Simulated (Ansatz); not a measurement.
# Cs on Hf(0001): change of the work function, part 3 of 3

Aim: the work function of Hf(0001) at several coverages of Cs (fcc site), and the dipole that each adsorbate carries.

Ansatz 0.2.0; plane-wave DFT, PBE, Ansatz PAW.

So far, work function, upper face (eV): step 2 (the clean slab) 4.33; step 3 (37 atoms, coverage 0.111 ML, cell 3x3) 2.19.

### 4. The covered slab, k-mesh 6×6×1, coverage 0.25 ML

System of this step: Cs/Hf(0001). The cell holds 17 atoms: 16 Hf and 1 Cs. Cell: a = 6.400 Å, b = 6.400 Å, c = 29.450 Å, α = 90.0°, β = 90.0°, γ = 60.0°. Vacuum lies along c.

Another coverage, to see how the dipoles act on each other as their distance changes.

input.yaml reads:

```yaml
crystal:
  lattice:
    - [6.4, 0.0, 0.0]
    - [3.2, 5.5425625842, 0.0]
    - [0.0, 0.0, 29.450464177]
  atoms:
    - { symbol: Hf, position: [0.3333333333, 0.3333333333, 0.3055978998] }
    - { symbol: Hf, position: [0.0, 0.0, 0.3915456113] }
    - { symbol: Hf, position: [0.3333333333, 0.3333333333, 0.4811743536] }
    - { symbol: Hf, position: [0.0, 0.0, 0.5619679284] }
    - { symbol: Hf, position: [0.3333333333, 0.8333333333, 0.3055978998] }
    - { symbol: Hf, position: [0.0, 0.5, 0.3915456113] }
    - { symbol: Hf, position: [0.3333333333, 0.8333333333, 0.4811743536] }
    - { symbol: Hf, position: [0.0, 0.5, 0.5619679284] }
    - { symbol: Hf, position: [0.8333333333, 0.3333333333, 0.3055978998] }
    - { symbol: Hf, position: [0.5, 0.0, 0.3915456113] }
    - { symbol: Hf, position: [0.8333333333, 0.3333333333, 0.4811743536] }
    - { symbol: Hf, position: [0.5, 0.0, 0.5619679284] }
    - { symbol: Hf, position: [0.8333333333, 0.8333333333, 0.3055978998] }
    - { symbol: Hf, position: [0.5, 0.5, 0.3915456113] }
    - { symbol: Hf, position: [0.8333333333, 0.8333333333, 0.4811743536] }
    - { symbol: Hf, position: [0.5, 0.5, 0.5619679284] }
    - { symbol: Cs, position: [0.1666666667, 0.1666666667, 0.6944021002] }
kpoints:
  mp_grid: { grid: [6, 6, 1] }
hamiltonian:
  xc: pbe
scf:
  occupations: { method: fermi_dirac, width: 0.1 }
  convergence: { dr2_threshold: 1.0e-08 }
efield:
  axis: 3
  dipole_correction: true
  ramp_position: 0.97
  ramp_width: 0.06
relax:
  f_tol: 0.02
  max_steps: 60
  constraints: [{ sites: [0, 1, 4, 5, 8, 9, 12, 13] }]
output:
  dos: { projected: true, e_range: [-8, 4] }
  write_potential: true
  write_density: true
  volumetric_format: npy
  elf: true
```

On the command line:

```console
$ ansatz run input.yaml --threads 4 --pin off --max-ram 16384MiB --backend cpu --events-out ev --progress --plain --runs-dir out
```

Numbers of over 12 decimals in the logs are rounded to 6 here.

Log:

```text
[...]
Crystal: 17 atoms, lattice volume = 1044.679 Å³
Basis set: ecut = 420 eV, 20511 PW (Γ), exchange–correlation on 90×90×400 points (8 copies of the dense FFT grid, shifted against one another)
Bands: 255, of which v1, the nominal top of the filled ones, is band 213 counted from 1 (212 counted from 0)
Symmetry: 6 space group operations
[...]
k-points: 7 of 36 (time reversal used)
[...]
SCF iter   1: F=—  HF=-257206.262431 eV  |F-HF|=—  |Δ(HF+E_count)|=         —  Δρ=5.47e-3  dr2=8.50e0  ethr=1.77e-3  p=0.482 e·Å  D=8.35e-2 V/Å  ΔV_dip=-2.46 eV  dr2_dipole=1.05e0  V_vac-E_F(+/−)=1.93/4.38 eV  ⟨swp⟩=7.3  Hψ=6177  notcnv=0  defer=3
[...]
SCF iter  11: F=-257206.028806 eV  HF=-257206.028806 eV  |F-HF|=5.73e-9  |Δ(HF+E_count)|=   4.13e-9  Δρ=5.35e-7  dr2=4.44e-9  ethr=2.35e-12  p=0.550 e·Å  D=9.53e-2 V/Å  ΔV_dip=-2.81 eV  dr2_dipole=3.46e-10  V_vac-E_F(+/−)=1.57/4.38 eV  ⟨swp⟩=16.6  Hψ=16862  notcnv=0
SCF 1 converged in 11 iterations: F = -257206.028806 eV  dr2 = 4.44e-9
[...]
relax step   1: F+E_penalty+E_count = -257206.02880558 eV  Δ(F+E_penalty+E_count) = +0.000e0 eV  max|allowed force component| = 3.514e-1 eV/Å  Δτ_max = 0.0000 Å  (11 SCF iters, accepted)
[...]
SCF iter  10: F=-257206.046300 eV  HF=-257206.046300 eV  |F-HF|=2.21e-9  |Δ(HF+E_count)|=   1.28e-8  Δρ=4.71e-7  dr2=4.31e-9  ethr=2.35e-12  p=0.558 e·Å  D=9.67e-2 V/Å  ΔV_dip=-2.85 eV  dr2_dipole=1.14e-9  V_vac-E_F(+/−)=1.53/4.37 eV  ⟨swp⟩=15.0  Hψ=15468  notcnv=0
SCF 2 converged in 10 iterations: F = -257206.046300 eV  dr2 = 4.31e-9
relax step   2: F+E_penalty+E_count = -257206.04630021 eV  Δ(F+E_penalty+E_count) = -1.749e-2 eV  max|allowed force component| = 3.185e-1 eV/Å  Δτ_max = 0.1011 Å  (10 SCF iters, accepted)
SCF iter   1: F=—  HF=-257206.096867 eV  |F-HF|=—  |Δ(HF+E_count)|=         —  Δρ=1.14e-3  dr2=2.69e-1  ethr=2.10e-3  p=0.558 e·Å  D=9.67e-2 V/Å  ΔV_dip=-2.85 eV  dr2_dipole=7.74e-2  V_vac-E_F(+/−)=1.54/4.38 eV  ⟨swp⟩=4.0  Hψ=3082  notcnv=0  defer=9
[...]
SCF iter   9: F=-257206.095148 eV  HF=-257206.095148 eV  |F-HF|=4.13e-9  |Δ(HF+E_count)|=   8.18e-9  Δρ=4.03e-7  dr2=6.51e-9  ethr=2.35e-12  p=0.561 e·Å  D=9.71e-2 V/Å  ΔV_dip=-2.86 eV  dr2_dipole=3.88e-10  V_vac-E_F(+/−)=1.51/4.37 eV  ⟨swp⟩=16.0  Hψ=15194  notcnv=0
SCF 3 converged in 9 iterations: F = -257206.095148 eV  dr2 = 6.51e-9
relax step   3: F+E_penalty+E_count = -257206.09514751 eV  Δ(F+E_penalty+E_count) = -4.885e-2 eV  max|allowed force component| = 1.050e-1 eV/Å  Δτ_max = 0.1946 Å  (9 SCF iters, accepted)
[...]
relax step   4: F+E_penalty+E_count = -257206.09992840 eV  Δ(F+E_penalty+E_count) = -4.781e-3 eV  max|allowed force component| = 3.540e-2 eV/Å  Δτ_max = 0.1086 Å  (9 SCF iters, accepted)
SCF iter   1: F=—  HF=-257206.101347 eV  |F-HF|=—  |Δ(HF+E_count)|=         —  Δρ=1.47e-4  dr2=6.63e-3  ethr=4.97e-6  p=0.557 e·Å  D=9.64e-2 V/Å  ΔV_dip=-2.84 eV  dr2_dipole=3.16e-3  V_vac-E_F(+/−)=1.53/4.37 eV  ⟨swp⟩=2.3  Hψ=2637  notcnv=0  defer=10
[...]
SCF iter   7: F=-257206.100356 eV  HF=-257206.100356 eV  |F-HF|=3.87e-9  |Δ(HF+E_count)|=   1.60e-8  Δρ=5.19e-7  dr2=7.33e-9  ethr=2.35e-12  p=0.558 e·Å  D=9.66e-2 V/Å  ΔV_dip=-2.85 eV  dr2_dipole=5.19e-10  V_vac-E_F(+/−)=1.53/4.37 eV  ⟨swp⟩=14.4  Hψ=15472  notcnv=0
SCF 5 converged in 7 iterations: F = -257206.100356 eV  dr2 = 7.33e-9
relax step   5: F+E_penalty+E_count = -257206.10035580 eV  Δ(F+E_penalty+E_count) = -4.274e-4 eV  max|allowed force component| = 4.440e-3 eV/Å  Δτ_max = 0.0220 Å  (7 SCF iters, accepted)
[...]
SCF converged after 7 iterations
Free energy (F): -257206.100356 eV
[...]
Internal energy: -257205.331688 eV  (E = F + TS)
E sigma→0 (E₀):  -257205.716022 eV
Entropy (-TS):   -0.768668 eV (-45.216 meV/atom)
Fermi energy:    5.450135 eV
Dipole field:    D = 0.096647 V/Å  (p = 0.557967 e·Å, saw-weighted, corrected)
Work function:   Φ+ = 1.5286 eV   Φ− = 4.3749 eV
[...]
--- Forces (eV/Å), atoms counted from 1 ---
  atom   1  Hf    -0.00420465    -0.00242755     0.63936919
  atom   2  Hf    -0.00282360    -0.00163021    -0.64634633
  atom   3  Hf     0.00155026     0.00089504    -0.00002186
  atom   4  Hf     0.00384530     0.00222008     0.00060613
  atom   5  Hf     0.00000000     0.00485511     0.63936919
  atom   6  Hf    -0.00000000     0.00326042    -0.64634633
  atom   7  Hf    -0.00000000    -0.00179009    -0.00002186
  atom   8  Hf    -0.00000000    -0.00444017     0.00060613
  atom   9  Hf     0.00420465    -0.00242755     0.63936919
  atom  10  Hf     0.00282360    -0.00163021    -0.64634633
  atom  11  Hf    -0.00155026     0.00089504    -0.00002186
  atom  12  Hf    -0.00384530     0.00222008     0.00060613
  atom  13  Hf     0.00000000     0.00000000     0.63899431
  atom  14  Hf    -0.00000000    -0.00000000    -0.62056449
  atom  15  Hf     0.00000000     0.00000000     0.00198514
  atom  16  Hf     0.00000000    -0.00000000    -0.00237968
  atom  17  Cs     0.00000000    -0.00000000     0.00112289
  max |Σ_I F_I| component: 2.04e-5 eV/Å
--- Band table (eV; the first three rows and the last of 7) ---
  k-point 0: bands = [... 209 lower, 5.5326, 5.7032, 5.9021, 5.9252, 5.9252, 6.0430, 6.1670, 6.5523, ... 38 higher]
  k-point 1: bands = [... 209 lower, 5.5138, 5.5726, 5.7523, 5.7895, 5.7996, 6.0142, 6.0825, 6.2137, ... 38 higher]
  k-point 2: bands = [... 209 lower, 5.2609, 5.3195, 5.4395, 5.4438, 5.4722, 5.6523, 5.8024, 5.8227, ... 38 higher]
  k-point 6: bands = [... 209 lower, 5.0002, 5.0102, 5.0449, 5.0457, 5.0504, 5.4046, 5.4368, 5.5952, ... 38 higher]
--- Relaxed structure (5 steps of the walk, 5 accepted, 0 SCFs on fresh bases) ---
  F+E_penalty+E_count = -257206.10035580 eV   max|allowed force component| = 4.440e-3 eV/Å
  atoms:
    - { symbol: Hf, position: [0.333333, 0.333333, 0.3055978998] }
    - { symbol: Hf, position: [2.66671216701714e-17, 2.66671216701714e-17, 0.3915456113] }
    - { symbol: Hf, position: [0.334015, 0.334015, 0.481176] }
    - { symbol: Hf, position: [0.000296843, 0.000296843, 0.562211] }
    - { symbol: Hf, position: [0.333333, 0.833333, 0.3055978998] }
    - { symbol: Hf, position: [5.551115123125783e-17, 0.5, 0.3915456113] }
    - { symbol: Hf, position: [0.334015, 0.831971, 0.481176] }
    - { symbol: Hf, position: [0.000296843, 0.499406, 0.562211] }
    - { symbol: Hf, position: [0.833333, 0.333333, 0.3055978998] }
    - { symbol: Hf, position: [0.5, 2.66671216701714e-17, 0.3915456113] }
    - { symbol: Hf, position: [0.831971, 0.334015, 0.481176] }
    - { symbol: Hf, position: [0.499406, 0.000296843, 0.562211] }
    - { symbol: Hf, position: [0.833333, 0.833333, 0.3055978998] }
    - { symbol: Hf, position: [0.5, 0.5, 0.3915456113] }
    - { symbol: Hf, position: [0.833333, 0.833333, 0.480793] }
    - { symbol: Hf, position: [0.5, 0.5, 0.563941] }
    - { symbol: Cs, position: [0.166667, 0.166667, 0.684185] }
```

It took 7.8 min on 4 threads of Arm Neoverse V1, shared host; peak memory 5.8 GiB; 31 min of CPU time.

Step by step:

```csv
step,energy less that of the first step (eV),largest force component (eV/Å)
1,0.0000,0.3514
2,-0.0175,0.3185
3,-0.0663,0.1050
4,-0.0711,0.0354
5,-0.0716,0.0044
```

Forces are held to the 6 operations that the run works with; a distortion that breaks them can't arise in this run.

The atoms that moved most (Å):

| atom | dx | dy | dz | length |
| --- | --- | --- | --- | --- |
| Cs17 | 0.000 | 0.000 | -0.301 | 0.301 |
| Hf16 | 0.000 | 0.000 | 0.058 | 0.058 |
| Hf15 | 0.000 | 0.000 | -0.011 | 0.011 |
| Hf4 | 0.003 | 0.002 | 0.007 | 0.008 |
| Hf12 | -0.003 | 0.002 | 0.007 | 0.008 |
| Hf8 | 0.000 | -0.003 | 0.007 | 0.008 |
| Hf7 | 0.000 | -0.008 | 0.000 | 0.008 |
| Hf3 | 0.007 | 0.004 | 0.000 | 0.008 |

The relaxed structure:

```xyz
17
Lattice="6.4000 0.0000 0.0000 3.2000 5.5426 0.0000 0.0000 0.0000 29.4505" Properties=species:S:1:pos:R:3
Hf    3.2000    1.8475    9.0000
Hf    0.0000    0.0000   11.5312
Hf    3.2065    1.8513   14.1709
Hf    0.0028    0.0016   16.5574
Hf    4.8000    4.6188    9.0000
Hf    1.6000    2.7713   11.5312
Hf    4.8000    4.6112   14.1709
Hf    1.6000    2.7680   16.5574
Hf    6.4000    1.8475    9.0000
Hf    3.2000    0.0000   11.5312
Hf    6.3935    1.8513   14.1709
Hf    3.1972    0.0016   16.5574
Hf    8.0000    4.6188    9.0000
Hf    4.8000    2.7713   11.5312
Hf    8.0000    4.6188   14.1596
Hf    4.8000    2.7713   16.6083
Cs    1.6000    0.9238   20.1496
```

This step gave:

```yaml
energy_at_zero_smearing: -257205.7160 eV
work_function_upper_face: 1.529 eV
work_function_lower_face: 4.375 eV
dipole_along_the_normal: 0.5580 e·Å
step_between_the_vacuum_levels: -2.846 eV
```

Running mean over 2.5312 Å of the planar mean; the ramp of the sawtooth is left out. Electron's electrostatic potential energy less the Fermi level against z:

```
z (Å)  electron's electrostatic potential energy less the Fermi level (eV)
  3.5                                                                 4.37
  4.0                                                                 4.37
  4.5                                                                 4.37
  5.0                                                                 4.35
  5.5                                                                 4.29
  6.0                                                                 4.12
  6.5                                                                 3.64
  7.0                                                                 2.30
  7.5                                                               -0.565
  8.0                                                                -4.04
  8.5                                                                -6.60
  9.0                                                                -7.41
  9.5                                                                -7.41
 10.0                                                                -7.30
 10.5                                                                -7.25
 11.0                                                                -7.25
 11.5                                                                -7.24
 12.0                                                                -7.07
 12.5                                                                -6.75
 13.0                                                                -6.70
 13.5                                                                -6.92
 14.0                                                                -7.24
 14.5                                                                -7.55
 15.0                                                                -7.97
 15.5                                                                -8.07
 16.0                                                                -7.86
 16.5                                                                -7.48
 17.0                                                                -6.72
 17.5                                                                -4.53
 18.0                                                                -1.53
 18.5                                                                0.600
 19.0                                                                0.920
 19.5                                                                0.253
 20.0                                                               -0.410
 20.5                                                               -0.666
 21.0                                                               -0.404
 21.5                                                                0.179
 22.0                                                                0.818
 22.5                                                                 1.24
 23.0                                                                 1.39
 23.5                                                                 1.46
 24.0                                                                 1.49
 24.5                                                                 1.51
 25.0                                                                 1.52
 25.5                                                                 1.52
 26.0                                                                 1.53
```

The density of states has structure finer than the step of the table below, so its rows give means over 0.25 eV, whole bins alone (the curve runs from -8 to 1.98 eV). Peaks (eV: height): -1.020: 62.3, -0.900: 50.3, -0.750: 43.6, 0.360: 56.0, 0.570: 67.8, 0.960: 43.4, 1.020: 79.5.

Density of states against energy, zero at the Fermi level; means over each step:

```csv
energy (eV),density of states (states/eV a cell)
-7.00,0.00323
-6.75,0.831
-6.50,0.978
-6.25,1.11
-6.00,1.13
-5.75,2.17
-5.50,2.85
-5.25,2.27
-5.00,2.19
-4.75,3.56
-4.50,3.70
-4.25,3.40
-4.00,3.33
-3.75,10.1
-3.50,3.72
-3.25,12.9
-3.00,9.46
-2.75,12.0
-2.50,13.2
-2.25,13.7
-2.00,12.4
-1.75,6.44
-1.50,15.1
-1.25,20.8
-1.00,33.3
-0.75,21.1
-0.50,14.1
-0.25,22.2
0.00,24.1
0.25,24.0
0.50,30.0
0.75,25.4
1.00,39.2
1.25,25.3
1.50,17.9
1.75,23.2
```

Projected DOS per atom over height of the atomic layer and energy from the Fermi level. Layers: Hf4 Hf4 Hf4 Hf4 Cs from below.

Values in states/eV, 22 rows by 5 columns, each cell a mean:
```
1.17 1.35 1.57 1.40 0.28
0.87 1.06 1.42 1.42 0.38
1.80 1.52 1.41 1.74 1.06
1.94 1.21 1.08 1.48 0.39
1.92 0.98 0.88 1.54 0.30
1.17 0.70 0.57 1.04 0.44
1.61 1.85 1.79 1.90 0.64
1.00 0.88 0.97 1.11 0.01
0.52 0.62 0.62 0.49 0.01
0.73 0.92 0.96 0.73 0.01
0.67 0.73 0.79 0.75 0.02
0.54 0.76 0.81 0.57 0.03
0.39 0.55 0.58 0.41 0.03
0.21 0.16 0.15 0.20 0.02
0.24 0.26 0.26 0.23 0.02
0.14 0.13 0.13 0.13 0.01
0.14 0.18 0.18 0.14 0.01
0.06 0.11 0.11 0.07 0.00
0.03 0.09 0.10 0.04 0.00
0.01 0.04 0.04 0.02 0.00
0.00 0.00 0.00 0.00 0.00
0.00 0.00 0.00 0.00 0.00
```
Columns: height of the atomic layer (Å) from 9 to 20.1 (not evenly spaced); rows upwards: energy from the Fermi level (eV) from -7.96 to 1.95.

ELF in the ca plane at fractional y = 0.000, with atoms of Hf within 0.2 Å of it. It is the smooth field of the valence electrons, not physical close to the nuclei.

Ten even steps from '0' (0.00) to '9' (0.90), each cell a mean:
```
26999623666775269996211100000000000000000000
13676313332344236763112210000000000000000000
32222133212212322221234332100000000000000000
44322343123312443223455433211000000000000000
44322343123312443223455433210000000000000000
32222123212222322321234332100000000000000000
13676313432344236763112210000000000000000000
26999623666775269996211100000000000000000000
27989723677885279897211100122100000000000000
14898523544564258985111013576531000000000000
22354223211223224542121026899752100001000000
43221243112212332222341148999974100011100000
54323453123312453234541159999974100011100000
43221233112212332222341148999973100001100000
22454223321223224542121026899752100001000000
24898523544564258985111003566531000000000000
27989723677885279897211100122100000000000000
```
Columns run along c (16.0 Å, from fractional 0.35 to 0.90 of the cell), rows up along a (6.4 Å). Atoms in or near the plane, at fractional coordinates: Hf at (0.39, 0.00), Hf at (0.56, 0.00), Hf at (0.39, 0.50), Hf at (0.56, 0.50).

Electrostatic potential energy in the ca plane at fractional y = 0.000, with atoms of Hf within 0.2 Å of it. With pseudopotentials it is smooth inside the atoms' cores, unlike the true potential.

Ten even steps from '0' (-35 eV) to '9' (9 eV), each cell a mean:
```
72000268999998620002789999999999999999999999
85212589988888852125899999999999999999999999
88666889876788886668999999999999999999999999
99888999865578998889999999999999999999999999
99888999865578998889999999999999999999999999
88656789876788886668999999999999999999999999
85201589988898851125899999999999999999999999
72000268999998620002789999999999999999999999
61010168999998610102689999999999999999999999
73000379999998730004799999888999999999999999
87434689887788864347899998777889999999999999
98878899876678988788999987545789999999999999
99888999865578999899999986434789999999999999
98877899876678988788999987545789999999999999
86434689887888864347899998777889999999999999
73000379999998730003799999888999999999999999
61010168999998610102689999999999999999999999
```
Columns run along c (16.0 Å, from fractional 0.35 to 0.90 of the cell; values clipped at the 3rd and 97th percentile), rows up along a (6.4 Å). Atoms in or near the plane, at fractional coordinates: Hf at (0.39, 0.00), Hf at (0.56, 0.00), Hf at (0.39, 0.50), Hf at (0.56, 0.50).

Valence density in the ca plane at fractional y = 0.000, with atoms of Hf within 0.2 Å of it. It is the smooth field of the valence electrons, not physical close to the nuclei.

Ten steps, logarithmic in the rise over the least value, from '0' (0 e/Å³) to '9' (31 e/Å³), each cell a mean:
```
15898521011111258985100000000000000000000000
12565310011111135652000000000000000000000000
11222100111111112221000000000000000000000000
00111000122211111100000000000000000000000000
01111000122211111100000000000000000000000000
11222100111111112221000000000000000000000000
13565310011111135652000000000000000000000000
15898521011111258985100000000000000000000000
25899521011111259985100000000000000000000000
14687411011111147864100000000000000000000000
11343110011111123431000001111000000000000000
01111100112211111110000001222100000000000000
00110000122211111100000011222100000000000000
01111100112211111110000001222100000000000000
11343210011111123431000001111000000000000000
14787411011111147874100000000000000000000000
25899521011111259985100000000000000000000000
```
Columns run along c (16.0 Å, from fractional 0.35 to 0.90 of the cell), rows up along a (6.4 Å). Atoms in or near the plane, at fractional coordinates: Hf at (0.39, 0.00), Hf at (0.56, 0.00), Hf at (0.39, 0.50), Hf at (0.56, 0.50).

The relaxation took 5 steps and lowered the energy by 0.072 eV; the largest force on the free atoms ends at 0.0044 eV/Å.

By hand: a sheet of dipoles makes a step −p/(ε₀A) in the electron's potential. With e/ε₀ = 180.95 V·Å, p = 0.5580 e·Å and A = 35.47 Å², that is −180.95 × (0.5580) / 35.47 = -2.846 eV, and the two vacuum levels of the run differ by -2.846 eV.

The covered face has 1.53 eV, -2.80 eV against the clean one; the bare back face has moved by -0.01 eV, a measure of how thin the slab is.

### 5. Work function against coverage

This step: plane-wave DFT, PBE, Ansatz PAW; work function against coverage (Ansatz 0.2.0).

The runs are now put side by side.

Numbers from this step:

```
work function of the clean face     : 4.332 eV
largest change of the work function : -2.804 eV
```

Table of work function of the covered face by coverage:

| coverage (adsorbates/nm²) | work function of the covered face (eV) |
| --- | --- |
| 0.00 | 4.33 |
| 1.25 | 2.19 |
| 2.82 | 1.53 |

The dipole per adsorbate comes from the change of the cell's dipole. Coverage, by row:

| coverage (1/nm²) | coverage (ML) | work function (eV) | change (eV) | dipole per adsorbate, positive end outwards (debye) | mean height of the added atoms over the highest substrate atom (Å) |
| --- | --- | --- | --- | --- | --- |
| 1.253 | 0.1111 | 2.194 | -2.139 | 4.53 | 3.606 |
| 2.819 | 0.25 | 1.529 | -2.804 | 2.634 | 3.541 |

### 6. Summary of results

```json
{
  "work function of the clean face": "4.33 eV",
  "work function at 0.11 ML": "2.19 eV",
  "work function at 0.25 ML": "1.53 eV",
  "dipole per adsorbate at 0.11 ML, positive end outwards": "4.53 D"
}
```

**Reading.** Cs lowers the work function of Hf(0001) at the lowest coverage, by 2.14 eV: the adsorbate layer has its positive end outwards. The slab has 4 layers, at the tabulated experimental lattice constant, one starting site was run, and quantum-size effects of a slab this thin can reach one or two tenths of an eV.

[Logs are printed without paths, hosts, clocks, repeated set-up lines and the standing remarks that a program may print on its own settings, such as how far it seeks lower states.]

[Hosts, paths, dates, database ids (printed as entryN), source tags and the programs' standing remarks are cut or masked in the printed files.]

[Maps of the electrostatic potential energy from Ansatz leave out the sawtooth potential of an applied field or a dipole correction, so their vacuum need not be flat; planar profiles and work functions include it.]
